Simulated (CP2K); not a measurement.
Consider mercaptoacetonitrile at its PBE geometry (Å).

```xyz
7

N     2.0394   -1.0852    0.0811
C     1.1315   -0.3570    0.0388
C    -0.0141    0.5404    0.0072
S    -1.5159   -0.2212   -0.7200
H     0.2124    1.4061   -0.6301
H    -0.2215    0.9169    1.0178
H    -1.6318   -1.2000    0.2052
```

Method: CP2K XAS_TDP, all-electron GAPW, PBEh(45%), aug-cc-pVDZ, TDA, GW2X-corrected core level, ZORA, spin–orbit coupling.

Question: Predict the bright core excitations at the S L₂,₃ edge.

Leading lines: S4 166.88 eV. The leading line of an atom is its first one with 35 % of the strongest within 2.5 eV of its lowest line over the strength cut. Core ionisation energies at this level: S4 171.81/171.92/172.98 eV; the 2p½ level lies 1.11 eV above the 2p3/2 pair.

The first six lines of each atom with a strength over 0.0003:

| atom | energy (eV) | states | strength, one atom | above the computed threshold |
| --- | --- | --- | --- | --- |
| S4 (bonded to C and H) | 166.86 | 1 | 0.0004 |  |
|  | 166.88 | 1 | 0.0017 |  |
|  | 167.15 | 1 | 0.0010 |  |
|  | 167.97 | 2 | 0.0027 |  |
|  | 168.09 | 1 | 0.0045 |  |
|  | 168.11 | 1 | 0.0028 |  |

Lines are vertical, at one geometry, with no vibrational structure. GW2X ionisation energies and lines can be off by 1 to 2 eV either way, and a good line position may hide errors that cancel. Rydberg lines, and the discretised continuum above threshold, depend on the basis and the box.

[Banner, clock and machine lines of the logs are left out without a mark of their own.]

[Logs are printed without paths, hosts, clocks, repeated set-up lines and the standing remarks that a program may print on its own settings, such as how far it seeks lower states.]

[Hosts, paths, dates, database ids (printed as entryN), source tags and the programs' standing remarks are cut or masked in the printed files.]
